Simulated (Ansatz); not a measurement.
# Quasi-harmonic thermodynamics of LiF (Griceite, Fm-3m)

Aim: the lattice, expansion, heat capacity and bulk modulus of LiF (Griceite) as it warms.

Measurements to reproduce:
- volume expansion coefficient 99.6 1e-6/K and heat capacity C_P per formula unit 42 J/mol/K near room temperature (given in “High-Throughput Prediction of Finite-Temperature Properties using the Quasi-Harmonic Approximation”, 2016, arXiv:1603.06924)
- volume expansion coefficient 106.5 1e-6/K near room temperature (given in “Descriptors for thermal expansion in solids”, 2017, arXiv:1701.03966)

Calculated with Ansatz 0.2.0; DFT r2SCAN, scalar-relativistic, plane waves, PAW.

## 1. The starting structure

Symmetry: Fm-3m, No. 225, cubic system. Conventional cell: a = 4.028 Å, b = 4.028 Å, c = 4.028 Å, α = 90.00°, β = 90.00°, γ = 90.00°. Nearest to Li lie 6 F at 2.01 Å. Nearest to F lie 6 Li at 2.01 Å. Farther neighbours and most contacts between anions are not listed.

Coordinates:

```cif
data_structure
_symmetry_space_group_name_H-M 'Fm-3m'
_symmetry_Int_Tables_number 225
_cell_length_a 4.0280
_cell_length_b 4.0280
_cell_length_c 4.0280
_cell_angle_alpha 90.000
_cell_angle_beta 90.000
_cell_angle_gamma 90.000
_cell_volume 65.35
loop_
_atom_site_label
_atom_site_type_symbol
_atom_site_symmetry_multiplicity
_atom_site_Wyckoff_symbol
_atom_site_fract_x
_atom_site_fract_y
_atom_site_fract_z
_atom_site_occupancy
Li1 Li 4 a 0.00000 0.00000 0.00000 1
F1 F 4 b 0.50000 0.00000 0.00000 1
```

## 2. Probe on a coarse mesh

A cheap single point shows whether the cell is a metal or an insulator and how far it is from rest; that sets the k-mesh and the occupations of what follows.

File input.yaml:

```yaml
crystal:
  lattice:
    - [0.0, 2.014, 2.014]
    - [2.014, 0.0, 2.014]
    - [2.014, 2.014, 0.0]
  atoms:
    - { symbol: Li, position: [0.0, 0.0, 0.0] }
    - { symbol: F, position: [0.5, 0.5, 0.5] }
kpoints:
  mp_grid: { grid: [8, 8, 8] }
hamiltonian:
  xc: r2scan
scf:
  occupations: { method: gaussian, width: 0.1 }
output:
  forces: true
  stress: true
  eigenvalues: true
```

The run is started by

```console
$ ansatz run input.yaml --threads 4 --pin off --max-ram 8192MiB --backend cpu --events-out ev --progress --plain --runs-dir out
```

Numbers of over 12 decimals in the logs are rounded to 6 here.

The log of the run:

```text
Engine: ansatz 0.2.0, x86_64-unknown-linux-gnu
Pseudopotentials: kind: paw
Pseudopotential: Li, paw, valence charge 3, recommended cutoff 500 eV (meta_gga), Li.paw.azcp
Pseudopotential: F, paw, valence charge 7, recommended cutoff 500 eV (meta_gga), F.paw.azcp
Functional definition: r2SCAN
  parameter k0 = 0.174
  parameter k1 = 0.065
  parameter a1 = 4.9479
  exchange = r2scan_x(k0 = k0, k1 = k1, a1 = a1)
  correlation = r2scan_c
Crystal: 2 atoms, lattice volume = 16.338 Å³
Basis set: ecut = 500 eV, 411 PW (Γ), exchange–correlation on 96×96×96 points (64 copies of the dense FFT grid, shifted against one another)
Bands: 9, of which v1, the nominal top of the filled ones, is band 5 counted from 1 (4 counted from 0)
Symmetry: 48 space group operations
Space group: Fm-3m (ITA 225), of the structure as read, at distance tolerance 2.5e-5 Å
k-points: 29 of 512
Non-local potential: Li, projectors of the file, l = 0: 3, l = 1: 2, l = 2: 1
Non-local potential: F, projectors of the file, l = 0: 2, l = 1: 2, l = 2: 1
PAW form: soft (Blöchl's): semilocal exchange-correlation on the pseudo side does not see the compensation charge
PAW frozen core: F, regenerated for the run's functional (the file was generated under x = pbe(κ = 0.804, μ = 0.219515), c = pbe(β = 0.066725))
PAW one-centre angular grid: Li, 302 points (default); XC on 327 of its mesh's 2665 points in the sphere
PAW one-centre angular grid: F, 302 points (default); XC on 160 Gauss nodes
Initial density: superposition of atomic densities (neutral atoms: chi_scale 0, normalization atom), corrected by the library's trained network
Initial wavefunctions: pseudopotential atomic-orbital guess
Functional: x = r2scan, c = r2scan; τ floored in thin density (d = 2e-4 eV/Å³)
SCF iter   1: F=—  HF=-1018.286104 eV  |F-HF|=—  |Δ(HF+E_count)|=         —  Δρ=7.54e-3  dr2=8.30e-3  dr2_τ=3.28e-2  ethr=1.77e-3  ⟨swp⟩=5.1  Hψ=1597  notcnv=0
preconditioner: auto → none  [insulator: Δε(μ)=10.226 eV  Ē_g=24.532 eV  σ=0.100 eV  W_gap=1.00  n_scr=0 (ndim 8)  ℏωp=26.0 eV  f_vac=0.000  D(μ)=0.00/eV (n_scr^D=0)  ε∞_Penn≈2.1]
SCF iter   2: F=—  HF=-1018.328974 eV  |F-HF|=—  |Δ(HF+E_count)|=   4.29e-2  Δρ=4.45e-3  dr2=7.93e-4  dr2_τ=2.94e-4  ethr=8.30e-5  ⟨swp⟩=2.0  Hψ=726  notcnv=0
SCF iter   3: F=—  HF=-1018.328900 eV  |F-HF|=—  |Δ(HF+E_count)|=   7.34e-5  Δρ=1.49e-3  dr2=1.69e-4  dr2_τ=2.88e-5  ethr=7.93e-6  ⟨swp⟩=2.4  Hψ=356  notcnv=0
SCF iter   4: F=—  HF=-1018.328869 eV  |F-HF|=—  |Δ(HF+E_count)|=   3.13e-5  Δρ=6.08e-4  dr2=2.60e-5  dr2_τ=4.13e-6  ethr=1.69e-6  ⟨swp⟩=1.0  Hψ=261  notcnv=0
SCF iter   5: F=—  HF=-1018.328864 eV  |F-HF|=—  |Δ(HF+E_count)|=   4.81e-6  Δρ=1.26e-4  dr2=9.12e-7  dr2_τ=1.89e-7  ethr=2.60e-7  ⟨swp⟩=1.0  Hψ=261  notcnv=0
SCF iter   6: F=-1018.328864 eV  HF=-1018.328864 eV  |F-HF|=1.67e-8  |Δ(HF+E_count)|=   2.50e-8  Δρ=1.61e-5  dr2=1.06e-8  dr2_τ=3.85e-9  ethr=1.00e-9  ⟨swp⟩=4.5  Hψ=1191  notcnv=0
SCF 1 converged in 6 iterations: F = -1018.328864 eV  dr2 = 1.06e-8
  greatest PAW one-centre occupation: 0.999 electrons in one spin orbital (limit 2), on the Li atom at site 0 (counted from 0), in its partial waves of l = 0
SCF converged after 6 iterations
Free energy (F): -1018.328864 eV
Harris-Foulkes:  -1018.328864 eV  (|F-HF|=1.67e-8)
Internal energy: -1018.328864 eV  (E = F + TS)
E sigma→0 (E₀):  -1018.328864 eV
Fermi energy:    5.398056 eV
--- Per-component energies (eV) ---
  E_band       = -128.341376
  E_kinetic    = 232.166714
  E_local      = -642.723491  (includes V_loc(G=0)·N_el)
  E_nonlocal   = 39.629630
  E_hartree    = 225.861002
  E_xc         = -91.061111
  E_vxc        = -133.244945  (∫ρ·V_xc dr)
  E_paw        = -225.041564  (= ΣΔE_a)
  E_vpaw       = -85.590595  (= ΣTr[D̂ρ^β])
  E_aug_tail   = 0.001033  (compensation charges beyond the density's cutoff)
  E_vtau       = 9.697724  (kinetic-family band-sum trace: ∫τ·v_τ [+ j·A + Jᵃ·Aᵃ] dr)
  E_ewald      = -557.129686
  E_core_change = -0.031392  (= ΣΔE_core)
  E_smearing   = -0.000000  (= −TS)
  E_closure    = -0.000000  (closes the sum)
  Σ components = -1018.328864   (vs F -1018.328864, Δ=0.00e0)
--- Forces (eV/Å), atoms counted from 1 ---
  atom   1  Li    -0.00000000     0.00000000     0.00000000
  atom   2  F      0.00000000    -0.00000000    -0.00000000
  max |Σ_I F_I| component: 3.55e-29 eV/Å
--- Stress (GPa, compression-positive) ---
       -2.061874       0.000000      -0.000000
        0.000000      -2.061874      -0.000000
        0.000000       0.000000      -2.061874
  P = ⅓ Tr σ = -2.0619 GPa (-20.619 kbar)
--- Band table (eV; the first three rows and the last of 29) ---
  k-point 0: bands = ["-41.5370", "-20.7386", "0.3679", "0.3679", "0.3679", "10.4272", "25.9649", "25.9649", "25.9649"]
  k-point 1: bands = ["-41.5286", "-20.6801", "-0.0648", "0.3313", "0.3313", "10.8784", "22.2652", "24.1858", "24.1858"]
  k-point 2: bands = ["-41.5084", "-20.5340", "-1.0005", "0.2454", "0.2454", "11.7390", "19.5560", "22.3625", "22.3625"]
  k-point 28: bands = ["-41.4645", "-20.0861", "-1.6929", "-1.6929", "-0.4408", "16.6098", "16.6098", "19.1439", "21.0143"]
```

It took 0.96 s on 4 threads of Intel Xeon at 2.70GHz, shared host; peak memory 0.34 GiB.

This step gave:

- pressure: -2.062 GPa
- gap on the k-mesh: 10.06 eV
- volume per atom: 8.169 Å³

The start is under -2.1 GPa at this level and looks like an insulator or semiconductor on this mesh.

## 3. Relaxation

The vibrations must be taken about the equilibrium of this functional, not about the starting cell, so the structure is relaxed.

input.yaml, the sections that differ from step 2:

```yaml
kpoints:
  mp_grid: { grid: [10, 10, 10] }
scf:
  occupations: { method: gaussian, width: 0.02 }
output:
  forces: true
  stress: true
  eigenvalues: true
  write_density: true
  write_potential: true
  elf: true
  volumetric_format: npy
relax:
  adjacent_minimum: "off"
  f_tol: 0.005
  max_steps: 80
  cell: { stress_tol: 0.05 }
# crystal, hamiltonian: as in step 2
```

The log of the run:

```text
[...]
Crystal: 2 atoms, lattice volume = 16.338 Å³
Basis set: ecut = 500 eV, 411 PW (Γ), exchange–correlation on 96×96×96 points (64 copies of the dense FFT grid, shifted against one another)
Bands: 9, of which v1, the nominal top of the filled ones, is band 5 counted from 1 (4 counted from 0)
Symmetry: 48 space group operations
[...]
k-points: 47 of 1000
[...]
SCF iter   1: F=—  HF=-1018.286089 eV  |F-HF|=—  |Δ(HF+E_count)|=         —  Δρ=7.53e-3  dr2=8.27e-3  dr2_τ=3.28e-2  ethr=1.77e-3  ⟨swp⟩=5.9  Hψ=2711  notcnv=0
[...]
SCF iter   6: F=-1018.328842 eV  HF=-1018.328842 eV  |F-HF|=1.61e-8  |Δ(HF+E_count)|=   2.58e-8  Δρ=1.64e-5  dr2=1.10e-8  dr2_τ=3.91e-9  ethr=1.00e-9  ⟨swp⟩=7.5  Hψ=2616  notcnv=0
SCF 1 converged in 6 iterations: F = -1018.328842 eV  dr2 = 1.10e-8
[...]
relax step   1: F+E_penalty+E_count = -1018.32884248 eV  Δ(F+E_penalty+E_count) = +0.000e0 eV  max|allowed force component| = 6.110e-29 eV/Å  Δτ_max = 0.0000 Å  P = -2.062 GPa  Ω = 16.338 Å³  (6 SCF iters, dr2 threshold 1.00e-7 eV, accepted)
Crystal: 2 atoms, lattice volume = 16.196 Å³
[...]
iter 1 solved again at ethr=2.20e-7 eV; its pass at ethr=3.10e-3 eV (dr2=2.20e-5 eV) is discarded
[...]
SCF iter   4: F=-1018.330517 eV  HF=-1018.330517 eV  |F-HF|=1.09e-8  |Δ(HF+E_count)|=   3.86e-7  Δρ=1.21e-5  dr2=8.75e-9  dr2_τ=2.99e-9  ethr=2.00e-9  ⟨swp⟩=7.9  Hψ=2711  notcnv=0
SCF 2 converged in 4 iterations: F = -1018.330517 eV  dr2 = 8.75e-9
relax step   2: F+E_penalty+E_count = -1018.33051735 eV  Δ(F+E_penalty+E_count) = -1.675e-3 eV  max|allowed force component| = 6.114e-30 eV/Å  Δτ_max = 0.0000 Å  P = -1.457 GPa  Ω = 16.196 Å³  energy of the carried Pulay correction = +1.058e-4 eV  (4 SCF iters, dr2 threshold 2.00e-7 eV, accepted)
Crystal: 2 atoms, lattice volume = 15.862 Å³
[...]
SCF iter   4: F=-1018.332243 eV  HF=-1018.332243 eV  |F-HF|=6.03e-8  |Δ(HF+E_count)|=   3.39e-6  Δρ=2.51e-5  dr2=3.79e-8  dr2_τ=1.34e-8  ethr=2.00e-9  ⟨swp⟩=4.3  Hψ=1989  notcnv=0
SCF 3 converged in 4 iterations: F = -1018.332243 eV  dr2 = 3.79e-8
relax step   3: F+E_penalty+E_count = -1018.33224289 eV  Δ(F+E_penalty+E_count) = -1.726e-3 eV  max|allowed force component| = 4.574e-29 eV/Å  Δτ_max = 0.0000 Å  P = +0.075 GPa  Ω = 15.862 Å³  energy of the carried Pulay correction = +3.596e-4 eV  (4 SCF iters, dr2 threshold 2.00e-7 eV, accepted)
[...]
relax step   4: F+E_penalty+E_count = -1018.33223404 eV  Δ(F+E_penalty+E_count) = +8.856e-6 eV  max|allowed force component| = 1.576e-29 eV/Å  Δτ_max = 0.0000 Å  P = -0.003 GPa  Ω = 15.878 Å³  energy of the carried Pulay correction = +3.473e-4 eV  (3 SCF iters, dr2 threshold 1.40e-8 eV, accepted)
[...]
SCF iter   6: F=-1018.331871 eV  HF=-1018.331871 eV  |F-HF|=1.59e-12  |Δ(HF+E_count)|=  6.82e-12  Δρ=1.59e-7  dr2=2.19e-12  dr2_τ=2.45e-13  ethr=1.00e-12  ⟨swp⟩=4.0  Hψ=1273  notcnv=0
SCF 5 converged in 6 iterations: F = -1018.331871 eV  dr2 = 2.19e-12
relax step   5: F+E_penalty+E_count = -1018.33187122 eV  Δ(F+E_penalty+E_count) = +3.628e-4 eV  max|allowed force component| = 1.064e-29 eV/Å  Δτ_max = 0.0000 Å  P = +0.023 GPa  Ω = 15.878 Å³  stress off target by 2.33e-2 GPa  SCF on the basis re-selected at this cell (its energy is not comparable with the rows above)  (6 SCF iters)
basis re-selected at this cell: Δ(F+E_penalty+E_count) = +3.628e-4 eV, ΔP = +0.027 GPa vs the last step (what re-selecting the basis moved, of the pressure what is left beyond the Pulay correction that the steps carried, after the strain that the cell walked since its last selection, with what the two solves' SCF thresholds leave and, on support functions, any second-order correction that the steps lacked; it is no m [...]
SCF converged after 6 iterations
Free energy (F): -1018.331871 eV
[...]
Internal energy: -1018.331871 eV  (E = F + TS)
E sigma→0 (E₀):  -1018.331871 eV
Fermi energy:    5.763777 eV
[...]
--- Stress (GPa, compression-positive) ---
        0.023336      -0.000000      -0.000000
       -0.000000       0.023336      -0.000000
       -0.000000      -0.000000       0.023336
  P = ⅓ Tr σ = 0.0233 GPa (0.233 kbar)
--- Band table (eV; the first three rows and the last of 47) ---
[...]
--- Relaxed structure (4 steps of the walk, 4 accepted, 1 SCFs on fresh bases) ---
  F+E_penalty+E_count = -1018.33187122 eV   max|allowed force component| = 1.064e-29 eV/Å   (the final SCF, on the basis selected at the relaxed cell)
  cell:  # Å, volume = 15.8779 Å³
    - [0, 1.994899, 1.994899]
    - [1.994899, 0, 1.994899]
    - [1.994899, 1.994899, 0]
  atoms:
    - { symbol: Li, position: [0, 0, 0] }
    - { symbol: F, position: [0.5, 0.5, 0.5] }
```

Run time: 4.7 s. Hardware: 4 threads; peak memory 0.38 GiB.

Relaxation path:

```tsv
step	energy less that of the first step (eV)	largest force component (eV/Å)	pressure (GPa)	volume (Å³)
1	0.0000	0.0000	-2.06	16.34
2	-0.0017	0.0000	-1.46	16.20
3	-0.0034	0.0000	0.07	15.86
4	-0.0034	0.0000	0.00	15.88
5*	-0.0030	0.0000	0.02	15.88
```

Relaxation steps marked * repeat the geometry before them on a plane-wave basis chosen anew for their cell, so energy and pressure can jump there.

The run keeps the 48 symmetry operations that it works with, so distortions that break them were not tested.

```tsv
conventional cell, symmetrised	before	after	change
a (Å)	4.028	3.990	-0.9 %
b (Å)	4.028	3.990	-0.9 %
c (Å)	4.028	3.990	-0.9 %
volume (Å³/atom)	8.17	7.94	-2.8 %
```

The relaxed structure:

```
Li F
1.0
     0.00000    1.99490    1.99490
     1.99490    0.00000    1.99490
     1.99490    1.99490    0.00000
Li F
1 1
Direct
  0.00000 0.00000 0.00000
  0.50000 0.50000 0.50000
```

Numbers from this step:

```yaml
pressure: 0.02334 GPa
gap_on_the_k_mesh: 10.33 eV
volume_per_atom: 7.939 Å³
```

Electrostatic potential energy in the ac plane of the conventional cell at fractional y = 0.000, with atoms of Li and F within 0.2 Å of it. With pseudopotentials it is smooth inside the atoms' cores, unlike the true potential.

Values in eV, 14 rows by 14 columns, each cell a mean:
```
-27 -18  -5   5   4 -19 -36 -38 -31  -8   6   2 -10 -23
-13  -7   2   6   7  -2 -19 -24 -13   4   7   5  -2 -10
  1   3   5   7   7   7   4   2   5   7   7   6   5   2
  6   7   7   7   7   6   5   4   5   6   7   7   7   6
-13  -3   6   7   5   2  -5  -7  -2   4   6   7   4  -8
-35 -25  -3   7   3  -7 -18 -22 -14  -2   5   5 -13 -31
-39 -35 -13   6   1 -13 -27 -33 -22  -7   4   2 -24 -38
-38 -31  -8   6   2 -10 -23 -27 -18  -5   5   4 -19 -36
-24 -13   4   7   5  -2 -10 -13  -7   2   6   7  -2 -19
  2   5   7   7   6   5   2   1   3   5   7   7   7   4
  4   5   6   7   7   7   6   6   7   7   7   7   6   5
 -7  -2   4   6   7   4  -8 -13  -3   6   7   5   2  -5
-22 -14  -2   5   5 -13 -31 -35 -25  -3   7   3  -7 -18
-33 -22  -7   4   2 -24 -38 -39 -35 -13   6   1 -13 -27
```
Columns run along a (4.0 Å; values clipped at the 3rd and 97th percentile), rows up along c (4.0 Å), edges of the conventional cell, whose origin can differ from the input's. Atoms in or near the plane, at fractional coordinates: Li at (0.00, 0.00), Li at (0.50, 0.50), F at (0.50, 0.00), F at (0.00, 0.50).

Valence density in the ac plane of the conventional cell at fractional y = 0.000, with atoms of Li and F within 0.2 Å of it. It is the smooth field of the valence electrons, not physical close to the nuclei.

Ten even steps from '0' (0 e/Å³) to '9' (13 e/Å³), each cell a mean:
```
41000267410002
00000022100000
00000000000000
00000000000000
10000000000001
53000012100014
95100046200027
74100024100026
21000000000002
00000000000000
00000000000000
00000011000000
21000145300001
62000279510004
```
Columns run along a (4.0 Å), rows up along c (4.0 Å), edges of the conventional cell, whose origin can differ from the input's. Atoms in or near the plane, at fractional coordinates: Li at (0.00, 0.00), Li at (0.50, 0.50), F at (0.50, 0.00), F at (0.00, 0.50).

ELF in the ac plane of the conventional cell at fractional y = 0.000, with atoms of Li and F within 0.2 Å of it. It is the smooth field of the valence electrons, not physical close to the nuclei.

Values in units of 1e-1, 14 rows by 14 columns, each cell a mean:
```
9.4 6.6 1.1 2.4 6.8 7.9 7.1 6.4 7.7 7.8 5.2 1.0 3.1 8.4
3.8 1.7 0.3 1.6 5.3 7.4 7.9 7.9 7.9 7.0 3.7 0.6 0.9 3.1
1.0 0.9 0.5 0.7 2.8 5.3 6.8 7.0 6.4 4.4 1.4 0.4 0.6 1.0
5.5 4.8 2.9 0.9 0.7 1.6 2.4 2.4 2.0 1.0 0.4 1.4 3.7 5.2
7.9 7.5 6.1 2.9 0.5 0.3 1.1 1.7 0.9 0.3 1.0 4.4 7.0 7.8
7.2 7.8 7.5 4.8 0.9 1.7 6.6 7.6 4.9 0.9 2.0 6.4 7.9 7.7
5.4 7.2 7.9 5.5 1.0 3.8 9.4 9.9 7.6 1.7 2.4 7.0 7.9 6.4
6.4 7.7 7.8 5.2 1.0 3.1 8.4 9.4 6.6 1.1 2.4 6.8 7.9 7.1
7.9 7.9 7.0 3.7 0.6 0.9 3.1 3.8 1.7 0.3 1.6 5.3 7.4 7.9
7.0 6.4 4.4 1.4 0.4 0.6 1.0 1.0 0.9 0.5 0.7 2.8 5.3 6.8
2.4 2.0 1.0 0.4 1.4 3.7 5.2 5.5 4.8 2.9 0.9 0.7 1.6 2.4
1.7 0.9 0.3 1.0 4.4 7.0 7.8 7.9 7.5 6.1 2.9 0.5 0.3 1.1
7.6 4.9 0.9 2.0 6.4 7.9 7.7 7.2 7.8 7.5 4.8 0.9 1.7 6.6
9.9 7.6 1.7 2.4 7.0 7.9 6.4 5.4 7.2 7.9 5.5 1.0 3.8 9.4
```
Columns run along a (4.0 Å), rows up along c (4.0 Å), edges of the conventional cell, whose origin can differ from the input's. Atoms in or near the plane, at fractional coordinates: Li at (0.00, 0.00), Li at (0.50, 0.50), F at (0.50, 0.00), F at (0.00, 0.50).

The relaxation ends with a pressure of 0.02 GPa.

## 4. Tight relaxation

The thresholds are tightened for a last relaxation ahead of the phonons, and where mesh or smearing change with them the cell follows.

File input.yaml:

```yaml
crystal:
  lattice:
    - [0.0, 1.9948986648, 1.9948986648]
    - [1.9948986648, 0.0, 1.9948986648]
    - [1.9948986648, 1.9948986648, 0.0]
  atoms:
    - { symbol: Li, position: [0.0, 0.0, 0.0] }
    - { symbol: F, position: [0.5, 0.5, 0.5] }
kpoints:
  mp_grid: { grid: [12, 12, 12] }
hamiltonian:
  xc: r2scan
scf:
  occupations: { method: fixed }
output:
  forces: true
  stress: true
  eigenvalues: true
relax:
  adjacent_minimum: "off"
  f_tol: 0.001
  max_steps: 60
  cell: { stress_tol: 0.01 }
```

The log of the run:

```text
[...]
Crystal: 2 atoms, lattice volume = 15.878 Å³
Basis set: ecut = 500 eV, 411 PW (Γ), exchange–correlation on 96×96×96 points (64 copies of the dense FFT grid, shifted against one another)
Bands: 9, of which v1, the nominal top of the filled ones, is band 5 counted from 1 (4 counted from 0)
Symmetry: 48 space group operations
[...]
k-points: 72 of 1728
[...]
-0.000000      -0.000000       0.000401
  P = ⅓ Tr σ = 0.0004 GPa (0.004 kbar)
--- Band table (eV; the first three rows and the last of 72) ---
[...]
--- Relaxed structure (3 steps of the walk, 3 accepted, 1 SCFs on fresh bases) ---
[...]
cell:  # Å, volume = 15.8826 Å³
    - [0, 1.995095, 1.995095]
    - [1.995095, 0, 1.995095]
    - [1.995095, 1.995095, 0]
  atoms:
    - { symbol: Li, position: [0, 0, 0] }
    - { symbol: F, position: [0.5, 0.5, 0.5] }
[key lines of the parts left out:]
SCF converged after 4 iterations
Free energy (F): -1018.331865 eV
Fermi energy:    0.596404 eV
```

Wall time 4.1 s (4 threads); peak memory 0.38 GiB; 12 s of CPU time.

Little changed from the start: no atom moved by 0.005 Å and no cell edge by 0.1 %.

Numbers from this step:

```yaml
pressure: 4.01e-4 GPa
volume_per_atom: 7.941 Å³
```

The residual pressure is 4.0e-4 GPa, small enough for phonons.

(Part 1 of 2 ends here.)

[Logs are printed without paths, hosts, clocks, repeated set-up lines and the standing remarks that a program may print on its own settings, such as how far it seeks lower states.]

[Hosts, paths, dates, database ids (printed as entryN), source tags and the programs' standing remarks are cut or masked in the printed files.]

[A step with changed settings may run another functional than the one named; its input shows which.]
